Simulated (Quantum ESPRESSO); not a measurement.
**Rhodium (Fm-3m): phonons and their coupling to the electrons**

Wanted: the coupling constant λ of Rhodium (Fm-3m) at ambient pressure.

Calculated with Quantum ESPRESSO 7.5; DFT LDA, scalar-relativistic, plane waves, PseudoDojo norm-conserving pseudopotentials.

The database entry behind the starting cell differs from later determinations by our own check (an axis about 0.2 % short against later determinations), so it need not match the best structure at ambient conditions.

## (1) Starting point

Symmetry: Fm-3m, No. 225, cubic system. The conventional cell has a = 3.796 Å, b = 3.796 Å, c = 3.796 Å, α = 90.00°, β = 90.00°, γ = 90.00°. Nearest to Rh lie 12 Rh at 2.68 Å.

## (2) A probe with smearing

Before anything dear is run, a loose run with smearing shows whether this is a metal and how far the cell is from rest.

probe.in

```
 &control
    calculation='scf',
    prefix='x',
    outdir='./tmp',
    pseudo_dir='./pseudo',
    tprnfor=.true.,
    tstress=.true.,
    verbosity='high',
 /
 &system
    ibrav=0,
    nat=1,
    ntyp=1,
    ecutwfc=88.0,
    occupations='smearing',
    smearing='gaussian',
    degauss=0.01,
 /
 &electrons
    conv_thr=1.0d-07,
    mixing_beta=0.7,
    electron_maxstep=100,
 /
ATOMIC_SPECIES
 Rh    102.9055  Rh.upf
CELL_PARAMETERS angstrom
     0.000000000    1.897850000    1.897850000
     1.897850000    0.000000000    1.897850000
     1.897850000    1.897850000    0.000000000
ATOMIC_POSITIONS crystal
 Rh     0.000000000   0.000000000   0.000000000
K_POINTS automatic
 8 8 8 0 0 0
```

Started as:

```
> OMP_NUM_THREADS=1 mpirun -n 4 pw.x -nk 4 -in probe.in > probe.out
```

The log of the run:

```text
[banners, grids, parts of the stress and lines that vanish by symmetry left out]
Program PWSCF v.7.5
     Message from routine setup:
     using ibrav=0 with symmetry is DISCOURAGED, use correct ibrav instead
[...]
kinetic-energy cutoff     =      88.0000  Ry
     charge density cutoff     =     352.0000  Ry
     scf convergence threshold =      1.0E-07
[...]
Exchange-correlation= SLA  PW   NOGX NOGC
                           (   1   4   0   0   0   0   0)
[...]
48 Sym. Ops., with inversion, found
[...]
(     0          1          0      )
                  (     0          0          1      )
[...]
( -0.0000000  1.0000000  0.0000000 )
                  ( -0.0000000  0.0000000  1.0000000 )
[...]
(     1          0         -1      )
                  (     0          0         -1      )
[...]
(  1.0000000 -0.0000000 -0.0000000 )
                  (  0.0000000 -1.0000000 -0.0000000 )
[...]
(    -1          1          0      )
                  (     0          1         -1      )
[...]
( -1.0000000  0.0000000 -0.0000000 )
                  ( -0.0000000  1.0000000 -0.0000000 )
[...]
number of k points=    29  Gaussian smearing, width (Ry)=  0.0100
[...]
End of self-consistent calculation
[...]
the Fermi energy is    22.5548 ev
!    total energy              =    -234.64143050 Ry
[...]
convergence has been achieved in   6 iterations
[...]
atom    1 type  1   force =     0.00000000    0.00000000    0.00000000
[...]
Total force =     0.000000     Total SCF correction =     0.000000
[...]
total   stress  (Ry/bohr**3)                   (kbar)     P=      -82.06
[...]
XML data file, charge density, pseudopotentials, collected wavefunctions

   JOB DONE.
```

Wall time 1.6 s (4 MPI ranks of Arm Neoverse V2, shared host).

Numbers from this step:

```yaml
volume_per_atom: 13.67 Å³
pressure: -8.206 GPa
gap_on_the_k_mesh: 0 eV
```

No gap opens on this mesh, so smearing is kept; the start stands at -8.2 GPa.

## (3) Relaxation

The relaxation runs at a cutoff a fifth above that of the response, since stress converges more slowly with the basis than frequencies do. Forces and stress are brought to rest with tight thresholds.

relax.in

```
 &control
    calculation='vc-relax',
    prefix='x',
    outdir='./tmp',
    pseudo_dir='./pseudo',
    tprnfor=.true.,
    tstress=.true.,
    forc_conv_thr=2.0d-05,
    etot_conv_thr=1.0d-07,
    nstep=40,
 /
 &system
    ibrav=0,
    nat=1,
    ntyp=1,
    ecutwfc=106,
    occupations='smearing',
    smearing='mv',
    degauss=0.02,
 /
 &electrons
    conv_thr=1.0d-11,
    mixing_beta=0.7,
    electron_maxstep=100,
 /
 &ions
 /
 &cell
    press_conv_thr=0.2,
 /
ATOMIC_SPECIES
 Rh    102.9055  Rh.upf
CELL_PARAMETERS angstrom
     0.000000000    1.897850000    1.897850000
     1.897850000    0.000000000    1.897850000
     1.897850000    1.897850000    0.000000000
ATOMIC_POSITIONS crystal
 Rh     0.000000000   0.000000000   0.000000000
K_POINTS automatic
 16 16 16 0 0 0
```

Started as:

```
> OMP_NUM_THREADS=1 mpirun -n 4 pw.x -nk 4 -in relax.in > relax.out
```

The log of the run:

```text
[banners, grids, parts of the stress and lines that vanish by symmetry left out]
[banner, memory and clock lines left out]
Program PWSCF v.7.5

[...]
kinetic-energy cutoff     =     106.0000  Ry
     charge density cutoff     =     424.0000  Ry
     scf convergence threshold =      1.0E-11
[...]
energy convergence thresh.=      1.0E-07
     force convergence thresh. =      2.0E-05
     press convergence thresh. =      2.0E-01
     Exchange-correlation= SLA  PW   NOGX NOGC
                           (   1   4   0   0   0   0   0)
[...]
48 Sym. Ops., with inversion, found
[...]
number of k points=   145  Marzari-Vanderbilt smearing, width (Ry)=  0.0200
[...]
End of self-consistent calculation
[...]
the Fermi energy is    22.5205 ev
!    total energy              =    -234.64363761 Ry
[...]
convergence has been achieved in   9 iterations
[...]
atom    1 type  1   force =     0.00000000    0.00000000    0.00000000
     Total force =     0.000000     Total SCF correction =     0.000000
[...]
total   stress  (Ry/bohr**3)                   (kbar)     P=      -90.88
[...]
number of bfgs steps    =   0
[...]
CELL_PARAMETERS (angstrom)
[...]
ATOMIC_POSITIONS (crystal)
Rh               0.0000000000        0.0000000000        0.0000000000
[...]
New effective cutoffs (rho, wfc):  436.96  109.35
[...]
End of self-consistent calculation
[...]
the Fermi energy is    23.9203 ev
!    total energy              =    -234.64428975 Ry
[...]
convergence has been achieved in   7 iterations
[...]
atom    1 type  1   force =     0.00000000    0.00000000    0.00000000
     Total force =     0.000000     Total SCF correction =     0.000000
[...]
total   stress  (Ry/bohr**3)                   (kbar)     P=       52.12
[...]
number of bfgs steps    =   1
[...]
CELL_PARAMETERS (angstrom)
[...]
ATOMIC_POSITIONS (crystal)
Rh               0.0000000000        0.0000000000        0.0000000000
[...]
New effective cutoffs (rho, wfc):  432.10  108.13
[...]
End of self-consistent calculation
[...]
the Fermi energy is    23.4102 ev
!    total energy              =    -234.64453265 Ry
[...]
convergence has been achieved in   7 iterations
[...]
atom    1 type  1   force =     0.00000000    0.00000000    0.00000000
     Total force =     0.000000     Total SCF correction =     0.000000
[...]
total   stress  (Ry/bohr**3)                   (kbar)     P=       -3.19
[...]
number of bfgs steps    =   2
[...]
CELL_PARAMETERS (angstrom)
[...]
ATOMIC_POSITIONS (crystal)
Rh               0.0000000000        0.0000000000        0.0000000000
[...]
New effective cutoffs (rho, wfc):  432.38  108.21
[...]
End of self-consistent calculation
[...]
the Fermi energy is    23.4397 ev
!    total energy              =    -234.64453363 Ry
[...]
convergence has been achieved in   6 iterations
[...]
atom    1 type  1   force =     0.00000000    0.00000000    0.00000000
     Total force =     0.000000     Total SCF correction =     0.000000
[...]
total   stress  (Ry/bohr**3)                   (kbar)     P=       -0.10
[...]
number of bfgs steps    =   3
[...]
small trust_radius: resetting bfgs history
[...]
CELL_PARAMETERS (angstrom)
[...]
ATOMIC_POSITIONS (crystal)
Rh               0.0000000000        0.0000000000        0.0000000000
[...]
New effective cutoffs (rho, wfc):  432.40  108.21
[...]
End of self-consistent calculation
[...]
the Fermi energy is    23.4413 ev
!    total energy              =    -234.64453363 Ry
[...]
convergence has been achieved in   4 iterations
[...]
atom    1 type  1   force =     0.00000000    0.00000000    0.00000000
     Total force =     0.000000     Total SCF correction =     0.000000
[...]
total   stress  (Ry/bohr**3)                   (kbar)     P=        0.07
[...]
bfgs converged in   5 scf cycles and   4 bfgs steps
[...]
End of BFGS Geometry Optimization
     Final enthalpy           =    -234.6445336294 Ry
     File ./tmp/x.bfgs deleted, as requested
[...]
CELL_PARAMETERS (angstrom)
[...]
ATOMIC_POSITIONS (crystal)
Rh               0.0000000000        0.0000000000        0.0000000000
[...]
Final scf calculation at the relaxed structure.
[...]
kinetic-energy cutoff     =     106.0000  Ry
     charge density cutoff     =     424.0000  Ry
     scf convergence threshold =      1.0E-13
[...]
press convergence thresh. =      2.0E-01
     Exchange-correlation= SLA  PW   NOGX NOGC
                           (   1   4   0   0   0   0   0)
[...]
48 Sym. Ops., with inversion, found
[...]
number of k points=   145  Marzari-Vanderbilt smearing, width (Ry)=  0.0200
[...]
c_bands:  1 eigenvalues not converged
[...]
End of self-consistent calculation
[...]
the Fermi energy is    23.4413 ev
!    total energy              =    -234.64453004 Ry
[...]
convergence has been achieved in   9 iterations
[...]
atom    1 type  1   force =     0.00000000    0.00000000    0.00000000
     Total force =     0.000000     Total SCF correction =     0.000000
[...]
total   stress  (Ry/bohr**3)                   (kbar)     P=        0.07
[...]
XML data file, charge density, pseudopotentials, collected wavefunctions
```

Elapsed: 54 s, on 4 MPI ranks.

Relaxation path:

| step | energy less that of the first step (eV) | largest force (eV/Å) | pressure (GPa) | volume (Å³) |
| --- | --- | --- | --- | --- |
| 1 | 0.0000 | 0.0000 | -9.09 | 13.67 |
| 2 | -0.0089 | 0.0000 | 5.21 | 13.05 |
| 3 | -0.0122 | 0.0000 | -0.32 | 13.27 |
| 4 | -0.0122 | 0.0000 | -0.01 | 13.26 |
| 5 | -0.0122 | 0.0000 | 0.01 | 13.25 |
| 6 | -0.0121 | 0.0000 | 0.01 | 13.25 |

```
conventional cell, symmetrised  before  after  change
                         a (Å)   3.796  3.757  -1.0 %
                         b (Å)   3.796  3.757  -1.0 %
                         c (Å)   3.796  3.757  -1.0 %
              volume (Å³/atom)   13.67  13.25  -3.0 %
```

The relaxed structure:

```
CELL_PARAMETERS angstrom
0.00000 1.87837 1.87837
1.87837 0.00000 1.87837
1.87837 1.87837 0.00000
ATOMIC_POSITIONS crystal
Rh 0.00000 0.00000 0.00000
```

The last row of the table of steps is pw.x's closing run on a basis chosen anew for the final cell, so its energy can jump.

This step gave:

```yaml
volume_per_atom: 13.25 Å³
pressure: 0.007000 GPa
```

The volume changes by -3.0 % from the cell with which this run began.

## (4) Self-consistent run for the response

The response is built on this ground state, so it is converged far tighter than an energy would need. Smearing stays on, as the first look found no gap above 0.3 eV.

scf.in

```
 &control
    calculation='scf',
    prefix='x',
    outdir='./tmp',
    pseudo_dir='./pseudo',
    tprnfor=.true.,
    tstress=.true.,
 /
 &system
    ibrav=0,
    nat=1,
    ntyp=1,
    ecutwfc=88.0,
    occupations='smearing',
    smearing='mv',
    degauss=0.02,
 /
 &electrons
    conv_thr=1.0d-12,
    mixing_beta=0.7,
    electron_maxstep=100,
 /
ATOMIC_SPECIES
 Rh    102.9055  Rh.upf
CELL_PARAMETERS angstrom
     0.000000000    1.878365752    1.878365752
     1.878365752    0.000000000    1.878365752
     1.878365752    1.878365752    0.000000000
ATOMIC_POSITIONS crystal
 Rh     0.000000000   0.000000000   0.000000000
K_POINTS automatic
 16 16 16 0 0 0
```

Started as:

```
> OMP_NUM_THREADS=1 mpirun -n 4 pw.x -nk 4 -in scf.in > scf.out
```

The log of the run:

```text
[banners, grids, parts of the stress and lines that vanish by symmetry left out]
[banner, memory and clock lines left out]
Program PWSCF v.7.5

[...]
kinetic-energy cutoff     =      88.0000  Ry
     charge density cutoff     =     352.0000  Ry
     scf convergence threshold =      1.0E-12
[...]
Exchange-correlation= SLA  PW   NOGX NOGC
                           (   1   4   0   0   0   0   0)
[...]
48 Sym. Ops., with inversion, found
[...]
number of k points=   145  Marzari-Vanderbilt smearing, width (Ry)=  0.0200
[...]
End of self-consistent calculation
[...]
the Fermi energy is    23.4413 ev
!    total energy              =    -234.64448458 Ry
[...]
convergence has been achieved in   9 iterations
[...]
atom    1 type  1   force =     0.00000000    0.00000000    0.00000000
     Total force =     0.000000     Total SCF correction =     0.000000
[...]
total   stress  (Ry/bohr**3)                   (kbar)     P=       -1.27
[...]
XML data file, charge density, pseudopotentials, collected wavefunctions
```

The job ended after 7.8 s (4 MPI ranks; 31 s of CPU time).

Read from the output:

| Quantity | Value |
| --- | --- |
| pressure | -0.127 GPa |

The cell stands at -0.13 GPa, close enough for phonons.

## (5) Levels on a dense mesh

The coupling is a sum over pairs of states at the Fermi level and needs a much denser mesh than the density does.

scf_fit.in, as its differences from scf.in of step 4:

```diff
@@ -16,5 +16,6 @@
     degauss=0.02,
+    la2F=.true.,
  /
  &electrons
-    conv_thr=1.0d-12,
+    conv_thr=1.0d-10,
     mixing_beta=0.7,
@@ -31,2 +32,2 @@
 K_POINTS automatic
- 16 16 16 0 0 0
+ 32 32 32 0 0 0
```

Started as:

```
> OMP_NUM_THREADS=1 mpirun -n 4 pw.x -nk 4 -in scf_fit.in > scf_fit.out
```

The log of the run:

```text
[banners, grids, parts of the stress and lines that vanish by symmetry left out]
[banner, memory and clock lines left out]
Program PWSCF v.7.5

[...]
kinetic-energy cutoff     =      88.0000  Ry
     charge density cutoff     =     352.0000  Ry
     scf convergence threshold =      1.0E-10
[...]
Exchange-correlation= SLA  PW   NOGX NOGC
                           (   1   4   0   0   0   0   0)
[...]
48 Sym. Ops., with inversion, found
[...]
number of k points=   897  Marzari-Vanderbilt smearing, width (Ry)=  0.0200
[...]
End of self-consistent calculation
[...]
the Fermi energy is    23.4306 ev
!    total energy              =    -234.64442459 Ry
[...]
convergence has been achieved in   7 iterations
[...]
atom    1 type  1   force =     0.00000000    0.00000000    0.00000000
     Total force =     0.000000     Total SCF correction =     0.000000
[...]
total   stress  (Ry/bohr**3)                   (kbar)     P=       -2.51
[...]
XML data file, charge density, pseudopotentials, collected wavefunctions
```

The job ended after 36 s (4 MPI ranks; 2.4 min of CPU time).

Read from the output:

| Quantity | Value |
| --- | --- |
| pressure | -0.251 GPa |

## (6) Self-consistent run for the response

The run on the dense mesh left its levels for the electron-phonon sums; ph.x needs the ground state on the coarse mesh, so pw.x runs once more in the same folder.

scf.in is that of step 4.

Started as:

```
> OMP_NUM_THREADS=1 mpirun -n 4 pw.x -nk 4 -in scf.in > scf.out
```

The log of the run:

```text
[banners, grids, parts of the stress and lines that vanish by symmetry left out]
[banner, memory and clock lines left out]
Program PWSCF v.7.5

[...]
kinetic-energy cutoff     =      88.0000  Ry
     charge density cutoff     =     352.0000  Ry
     scf convergence threshold =      1.0E-12
[...]
Exchange-correlation= SLA  PW   NOGX NOGC
                           (   1   4   0   0   0   0   0)
[...]
48 Sym. Ops., with inversion, found
[...]
number of k points=   145  Marzari-Vanderbilt smearing, width (Ry)=  0.0200
[...]
End of self-consistent calculation
[...]
the Fermi energy is    23.4413 ev
!    total energy              =    -234.64448458 Ry
[...]
convergence has been achieved in   9 iterations
[...]
atom    1 type  1   force =     0.00000000    0.00000000    0.00000000
     Total force =     0.000000     Total SCF correction =     0.000000
[...]
total   stress  (Ry/bohr**3)                   (kbar)     P=       -1.27
[...]
XML data file, charge density, pseudopotentials, collected wavefunctions
```

Run time: 7.8 s. Hardware: 4 MPI ranks.

Numbers from this step:

| Quantity | Value |
| --- | --- |
| pressure | -0.127 GPa |

(Continued in part 2 of 3.)

[Host names and launcher messages were left out of these logs when they were recorded.]

[Logs are printed without paths, hosts, clocks, repeated set-up lines and the standing remarks that a program may print on its own settings, such as how far it seeks lower states.]

[Hosts, paths, dates, database ids (printed as entryN), source tags and the programs' standing remarks are cut or masked in the printed files.]
